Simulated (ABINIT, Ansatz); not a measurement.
# ZrB2 (P6/mmm): zone-centre phonons, part 2 of 3

Aim: the zone-centre modes of ZrB2 (P6/mmm).

ABINIT 10.8.3; DFT LDA, scalar-relativistic, plane waves, JTH PAW pseudopotentials.

So far. Step 3 (Relaxation): The volume changes by -3.6 % in this run and stands -3.6 % from the first cell. The relaxed cell has a = 3.133, c = 3.487 Å (conventional setting).

### 5. Linear response at Γ

At q = 0 one unit cell holds all displacements. The response is solved for single atoms along the cell's directions, and symmetry skips those that follow from others. The crystal is treated as a metal, which screens a static field, so no field response is asked.

dfpt_gamma.abi reads:

```

# common to the responses
getwfk_filepath "gso_WFK"
kptopt 2
nqpt 1
qpt 0.0 0.0 0.0
asr 0
chneut 0

# displacements
rfphon 1
rfatpol 1 3
rfdir 1 1 1
tolvrs 1.0d-10
prtwf 0

# basis, mesh and filling
ecut 18.0
pawecutdg 36.0
ngkpt 15 15 12
nshiftk 1
shiftk 0.0 0.0 0.0
istwfk *1
occopt 6
tsmear 0.01
nband 15
nstep 100
diemac 1000000.0
prtebands 0
prtgsr 0

# cell and atoms
acell 3*1.0 Angstrom
rprim 
    3.133091968 0.0 0.0
    -1.566545984 2.713337237 0.0
    0.0 0.0 3.486523764
ntypat 2
znucl 40 5
natom 3
typat 1 2 2
xred 
    0.0 0.0 0.0
    1/3 2/3 0.5
    2/3 1/3 0.5
pp_dirpath "./pseudo"
pseudos "Zr.xml, B.xml"
```

The run is started by

```console
$ OMP_NUM_THREADS=1 mpirun -n 4 abinit dfpt_gamma.abi > dfpt_gamma.log
```

Numbers of over 12 decimals in the logs are rounded to 6 here.

dfpt_gamma.abo, the main output file:

```text
[banners, grids, parts of the stress and lines that vanish by symmetry left out]
- input  file    -> dfpt_gamma.abi
- output file    -> dfpt_gamma.abo
- root for input  files -> dfpt_gammai
- root for output files -> dfpt_gammao

-   ./pseudo/Zr.xml
-   ./pseudo/B.xml
 Symmetries : space group P6/m m m (#191); Bravais hP (primitive hexag.)
================================================================================
 Values of the parameters that define the memory need of the present run (RF).
     intxc =       0      iscf =       7    lmnmax =      18     lnmax =       6
     mgfft =      27  mpssoang =       3    mqgrid =    3001     natom =       3
  nloc_mem =       2    nspden =       1   nspinor =       1    nsppol =       1
      nsym =      24    n1xccc =       1    ntypat =       2    occopt =       6
   xclevel =       1
-    mband =          15        mffmem =           1         mkmem =         338
-   mkqmem =         338        mk1mem =         338           mpw =         751
      nfft =       15552          nkpt =        1351
- my_mband =          15
Pmy_natom=         1
================================================================================
[...]
--------------------------------------------------------------------------------
------------- Echo of variables that govern the present computation ------------
--------------------------------------------------------------------------------
-
- outvars: echo of selected default values
-   iomode0 =  0 , fftalg0 =312 , wfoptalg0 = 10
-
- outvars: echo of global parameters not present in the input file
-  max_nthreads =    1
-
 -outvars: echo values of preprocessed input variables
 [... echo left out ...]
[...]
chkinp: Checking input parameters for consistency.

[...]
== DATASET  1 ==================================================================
-   mpi_nproc: 4, omp_nthreads: 1 (-1 if OMP is not activated)

--- !DatasetInfo
iteration_state: {dtset: 1, }
dimensions: {natom: 3, nkpt: 1351, mband: 15, nsppol: 1, nspinor: 1, nspden: 1, mpw: 751, }
cutoff_energies: {ecut:  18.0, pawecutdg:  36.0, }
electrons: {nelect:   1.80000000E+01, charge:   0.00000000E+00, occopt:   6.00000000E+00, tsmear:   1.00000000E-02, }
meta: {optdriver: 1, rfphon: 1, }
...

 mkfilename: getwfk from: gso_WFK

 Real(R)+Recip(G) space primitive vectors, cartesian coordinates (Bohr,Bohr^-1):
 R(1)=  5.9206857  0.0000000  0.0000000  G(1)=  0.1688994  0.0975141  0.0000000
 R(2)= -2.9603429  5.1274643  0.0000000  G(2)=  0.0000000  0.1950282  0.0000000
 R(3)=  0.0000000  0.0000000  6.5885750  G(3)=  0.0000000  0.0000000  0.1517779
 Unit cell volume ucvol=  2.0001665E+02 bohr^3
 Angles (23,13,12)=  9.00000000E+01  9.00000000E+01  1.20000000E+02 degrees
 setup1 : take into account q-point for computing boxcut.

 Coarse grid specifications (used for wave-functions):

 getcut: wavevector=  0.0000  0.0000  0.0000  ngfft=  24  24  27
         ecut(hartree)=     18.000   => boxcut(ratio)=   2.06624

 Fine grid specifications (used for densities):

 getcut: wavevector=  0.0000  0.0000  0.0000  ngfft=  32  32  36
         ecut(hartree)=     36.000   => boxcut(ratio)=   2.00107

--- Pseudopotential description ------------------------------------------------
- pspini: atom type   1  psp file is ./pseudo/Zr.xml

- pspini: atom type   2  psp file is ./pseudo/B.xml

   4.23419888E+02                                ecore*ucvol(ha*bohr**3)
[...]
==>  initialize data related to q vector <==

 The list of irreducible perturbations for this q vector is:
    1)    idir= 1    ipert=   1
    2)    idir= 3    ipert=   1
    3)    idir= 1    ipert=   2
    4)    idir= 3    ipert=   2

[...]
The perturbation idir=   2  ipert=   1 is
 symmetric of a previously calculated perturbation.
 So, its SCF calculation is not needed.

 The perturbation idir=   2  ipert=   2 is
 symmetric of a previously calculated perturbation.
 So, its SCF calculation is not needed.

 The perturbation idir=   1  ipert=   3 is
 symmetric of a previously calculated perturbation.
 So, its SCF calculation is not needed.

 The perturbation idir=   2  ipert=   3 is
 symmetric of a previously calculated perturbation.
 So, its SCF calculation is not needed.

 The perturbation idir=   3  ipert=   3 is
 symmetric of a previously calculated perturbation.
 So, its SCF calculation is not needed.

[...]
Perturbation wavevector (in red.coord.)   0.000000  0.000000  0.000000
 Perturbation : displacement of atom   1   along direction   1
 Found     4 symmetries that leave the perturbation invariant.

[...]
dfpt_looppert : total number of electrons, from k and k+q
  fully or partially occupied states are    1.800000E+01 and    1.800000E+01.
 Initialisation of the first-order wave-functions :
  ireadwf=   0

--- !BeginCycle
iteration_state: {dtset: 1, }
solver: {iscf: 7, nstep: 100, nline: 4, wfoptalg: 10, }
tolerances: {tolvrs: 1.00E-10, }
...

     iter   2DEtotal(Ha)        deltaE(Ha) residm    vres2
-ETOT  1   450.88471664828     -6.777E+02 1.497E+01 9.850E+05
 ETOT  2   10.604541970992     -4.403E+02 2.731E+00 1.763E+04
 ETOT  3   5.391947     -5.213E+00 1.694E-01 9.993E+02
[...]
At SCF step   12       vres2   =  2.60E-12 < tolvrs=  1.00E-10 =>converged.
[...]
Mean square residual over all n,k,spin=   14.139E-12; max=  45.621E-09

 Fourteen components of 2nd-order total energy (hartree) are
 1,2,3: 0th-order hamiltonian combined with 1st-order wavefunctions
     kin0=   2.74161245E+02 eigvalue=   5.88935523E+01  local=  -1.50410071E+02
 4,5,6: 1st-order hamiltonian combined with 1st and 0th-order wfs
 loc psp =  -1.74603753E+03  Hartree=   3.66199622E+02     xc=  -5.84728853E+01
 note that "loc psp" includes a xc core correction that could be resolved
 7,8,9: eventually, occupation + non-local contributions
    edocc=   2.56574637E+02     enl0=   8.73450165E+01   enl1=  -2.11770421E+02
 10: eventually, PAW "on-site" Hxc contribution: epaw1=   5.04573933E-03
 1-10 gives the relaxation energy (to be shifted if some occ is /=2.0)
   erelax=  -1.12351179E+03
 11,12,13 Non-relaxation  contributions : frozen-wavefunctions and Ewald
 fr.local=   9.02025406E+02 fr.nonlo=   1.87388948E+02  Ewald=   2.91600458E+01
 14,15 Frozen wf xc core corrections (1) and (2)
 frxc 1  =  -8.03921728E+00  frxc 2 =   1.80679751E+01
 16 Contribution from 1st-order change of wavefunctions overlap
 eovl1 =  -1.44608086E+02
 Resulting in :
 2DEtotal=    0.5091366343E+01 Ha. Also 2DEtotal=    0.138543136090E+03 eV
    (2DErelax=   -1.1235117908E+03 Ha. 2DEnonrelax=    1.1286031571E+03 Ha)
    (  non-var. 2DEtotal :    5.0910953300E+00 Ha)

[...]
Perturbation wavevector (in red.coord.)   0.000000  0.000000  0.000000
 Perturbation : displacement of atom   1   along direction   3
 Found    12 symmetries that leave the perturbation invariant.

[...]
dfpt_looppert : total number of electrons, from k and k+q
  fully or partially occupied states are    1.800000E+01 and    1.800000E+01.
 Initialisation of the first-order wave-functions :
  ireadwf=   0

--- !BeginCycle
iteration_state: {dtset: 1, }
solver: {iscf: 7, nstep: 100, nline: 4, wfoptalg: 10, }
tolerances: {tolvrs: 1.00E-10, }
...

     iter   2DEtotal(Ha)        deltaE(Ha) residm    vres2
-ETOT  1   1147.8882405303     -3.844E+02 4.323E+01 3.669E+06
[...]
At SCF step   12       vres2   =  4.62E-13 < tolvrs=  1.00E-10 =>converged.
[...]
Mean square residual over all n,k,spin=   92.443E-16; max=  97.755E-13

 Fourteen components of 2nd-order total energy (hartree) are
 1,2,3: 0th-order hamiltonian combined with 1st-order wavefunctions
     kin0=   3.51737272E+02 eigvalue=   7.49428891E+01  local=  -1.98261766E+02
 4,5,6: 1st-order hamiltonian combined with 1st and 0th-order wfs
 loc psp =  -2.36628373E+03  Hartree=   5.53060480E+02     xc=  -7.68505056E+01
 note that "loc psp" includes a xc core correction that could be resolved
 7,8,9: eventually, occupation + non-local contributions
    edocc=   3.22045827E+02     enl0=   1.12657079E+02   enl1=  -2.98482207E+02
 10: eventually, PAW "on-site" Hxc contribution: epaw1=   1.48114660E-02
 1-10 gives the relaxation energy (to be shifted if some occ is /=2.0)
   erelax=  -1.52541985E+03
 11,12,13 Non-relaxation  contributions : frozen-wavefunctions and Ewald
 fr.local=   1.13419924E+03 fr.nonlo=   2.61558608E+02  Ewald=   1.24142847E+02
 14,15 Frozen wf xc core corrections (1) and (2)
 frxc 1  =  -9.94629744E+00  frxc 2 =   2.23419398E+01
 16 Contribution from 1st-order change of wavefunctions overlap
 eovl1 =  -1.93036862E+02
 Resulting in :
 2DEtotal=    0.6876484702E+01 Ha. Also 2DEtotal=    0.187118681249E+03 eV
    (2DErelax=   -1.5254198527E+03 Ha. 2DEnonrelax=    1.5322963374E+03 Ha)
    (  non-var. 2DEtotal :    6.8765063399E+00 Ha)

[...]
Perturbation wavevector (in red.coord.)   0.000000  0.000000  0.000000
 Perturbation : displacement of atom   2   along direction   1
 Found     2 symmetries that leave the perturbation invariant.

[...]
dfpt_looppert : total number of electrons, from k and k+q
  fully or partially occupied states are    1.800000E+01 and    1.800000E+01.
 Initialisation of the first-order wave-functions :
  ireadwf=   0

--- !BeginCycle
iteration_state: {dtset: 1, }
solver: {iscf: 7, nstep: 100, nline: 4, wfoptalg: 10, }
tolerances: {tolvrs: 1.00E-10, }
...

     iter   2DEtotal(Ha)        deltaE(Ha) residm    vres2
-ETOT  1   16.221722220976     -5.627E+01 2.645E+00 2.933E+04
[...]
At SCF step   10       vres2   =  1.70E-12 < tolvrs=  1.00E-10 =>converged.
[...]
Mean square residual over all n,k,spin=   16.084E-12; max=  11.705E-08

 Fourteen components of 2nd-order total energy (hartree) are
 1,2,3: 0th-order hamiltonian combined with 1st-order wavefunctions
     kin0=   6.91504132E+01 eigvalue=  -8.25365176E+00  local=  -2.07265100E+01
 4,5,6: 1st-order hamiltonian combined with 1st and 0th-order wfs
 loc psp =  -7.17537438E+01  Hartree=   1.67168322E+01     xc=  -4.96679037E+00
 note that "loc psp" includes a xc core correction that could be resolved
 7,8,9: eventually, occupation + non-local contributions
    edocc=   7.00509049E+00     enl0=   7.44238261E+00   enl1=  -6.12815488E+01
 10: eventually, PAW "on-site" Hxc contribution: epaw1=   8.04934472E-03
 1-10 gives the relaxation energy (to be shifted if some occ is /=2.0)
   erelax=  -6.66594768E+01
 11,12,13 Non-relaxation  contributions : frozen-wavefunctions and Ewald
 fr.local=   4.58609275E+00 fr.nonlo=   3.58087892E+01  Ewald=   3.22497025E+01
 14,15 Frozen wf xc core corrections (1) and (2)
 frxc 1  =  -3.71778314E-01  frxc 2 =   2.21452146E-01
 16 Contribution from 1st-order change of wavefunctions overlap
 eovl1 =  -1.41823167E-01
 Resulting in :
 2DEtotal=    0.5834781419E+01 Ha. Also 2DEtotal=    0.158772490845E+03 eV
    (2DErelax=   -6.6659476833E+01 Ha. 2DEnonrelax=    7.2494258252E+01 Ha)
    (  non-var. 2DEtotal :    5.8347888113E+00 Ha)

[...]
Perturbation wavevector (in red.coord.)   0.000000  0.000000  0.000000
 Perturbation : displacement of atom   2   along direction   3
 Found     6 symmetries that leave the perturbation invariant.

--------------------------------------------------------------------------------

--------------------------------------------------------------------------------

 dfpt_looppert : total number of electrons, from k and k+q
  fully or partially occupied states are    1.800000E+01 and    1.800000E+01.
 Initialisation of the first-order wave-functions :
  ireadwf=   0

--- !BeginCycle
iteration_state: {dtset: 1, }
solver: {iscf: 7, nstep: 100, nline: 4, wfoptalg: 10, }
tolerances: {tolvrs: 1.00E-10, }
...

     iter   2DEtotal(Ha)        deltaE(Ha) residm    vres2
-ETOT  1   45.556701168511     -4.579E+01 1.971E+00 1.556E+05
[...]
ETOT  9   4.715825      9.842E-11 4.679E-08 8.777E-10
 ETOT 10   4.715825     -2.629E-12 9.032E-09 1.195E-11

 At SCF step   10       vres2   =  1.20E-11 < tolvrs=  1.00E-10 =>converged.
[...]
Mean square residual over all n,k,spin=   25.547E-13; max=  90.323E-10

 Fourteen components of 2nd-order total energy (hartree) are
 1,2,3: 0th-order hamiltonian combined with 1st-order wavefunctions
     kin0=   8.70361250E+01 eigvalue=  -1.13195563E+01  local=  -2.48885956E+01
 4,5,6: 1st-order hamiltonian combined with 1st and 0th-order wfs
 loc psp =  -1.01825900E+02  Hartree=   2.60252688E+01     xc=  -6.64970077E+00
 note that "loc psp" includes a xc core correction that could be resolved
 7,8,9: eventually, occupation + non-local contributions
    edocc=   7.25769797E+00     enl0=   9.14975354E+00   enl1=  -7.14271769E+01
 10: eventually, PAW "on-site" Hxc contribution: epaw1=   1.11411554E-02
 1-10 gives the relaxation energy (to be shifted if some occ is /=2.0)
   erelax=  -8.66309430E+01
 11,12,13 Non-relaxation  contributions : frozen-wavefunctions and Ewald
 fr.local=   7.26088882E+00 fr.nonlo=   4.12574853E+01  Ewald=   4.28547243E+01
 14,15 Frozen wf xc core corrections (1) and (2)
 frxc 1  =  -4.68189090E-01  frxc 2 =   4.41858312E-01
 16 Contribution from 1st-order change of wavefunctions overlap
 eovl1 =  -4.52586754E-03
 Resulting in :
 2DEtotal=    0.4715824661E+01 Ha. Also 2DEtotal=    0.128324126331E+03 eV
    (2DErelax=   -8.6630943021E+01 Ha. 2DEnonrelax=    9.1346767683E+01 Ha)
    (  non-var. 2DEtotal :    4.7157033936E+00 Ha)

[...]
---- first-order wavefunction calculations are completed ----

 ==> Compute Derivative Database <==

 [... matrices left out ...]
  Phonon wavevector (reduced coordinates) :  0.00000  0.00000  0.00000
 Phonon energies in Hartree :
  -1.736170E-05  1.916620E-05  1.916620E-05  2.135100E-03  2.135100E-03
   2.229766E-03  2.646842E-03  3.634073E-03  3.634073E-03
 Phonon frequencies in cm-1    :
- -3.810453E+00  4.206494E+00  4.206494E+00  4.686004E+02  4.686004E+02
-  4.893771E+02  5.809148E+02  7.975869E+02  7.975869E+02

== END DATASET(S) ==============================================================
================================================================================

 -outvars: echo values of variables after computation
            acell      1.8897261259E+00  1.8897261259E+00  1.8897261259E+00 Bohr
           etotal      4.7158246614E+00
            fcart      0.0000000000E+00  0.0000000000E+00  0.0000000000E+00
           strten      0.0000000000E+00  0.0000000000E+00  0.0000000000E+00
================================================================================
```

Elapsed: 3.8 min, on 4 MPI ranks of Arm Neoverse V1, shared host; 15 min of CPU time.

This step gave:

- largest acoustic frequency at the zone centre before the sum rule: 4.21 cm⁻¹
- highest optical zone-centre mode (no LO-TO term): 797.6 cm⁻¹
- lowest optical zone-centre mode: 468.6 cm⁻¹

The acoustic modes at Γ come out as far as 4.2 cm⁻¹ from zero, where they should vanish, a small numerical error.

(Part 2 of 3 ends here.)

[Host names and launcher messages were left out of these logs when they were recorded.]

[Logs are printed without paths, hosts, clocks, repeated set-up lines and the standing remarks that a program may print on its own settings, such as how far it seeks lower states.]

[Hosts, paths, dates, database ids (printed as entryN), source tags and the programs' standing remarks are cut or masked in the printed files.]
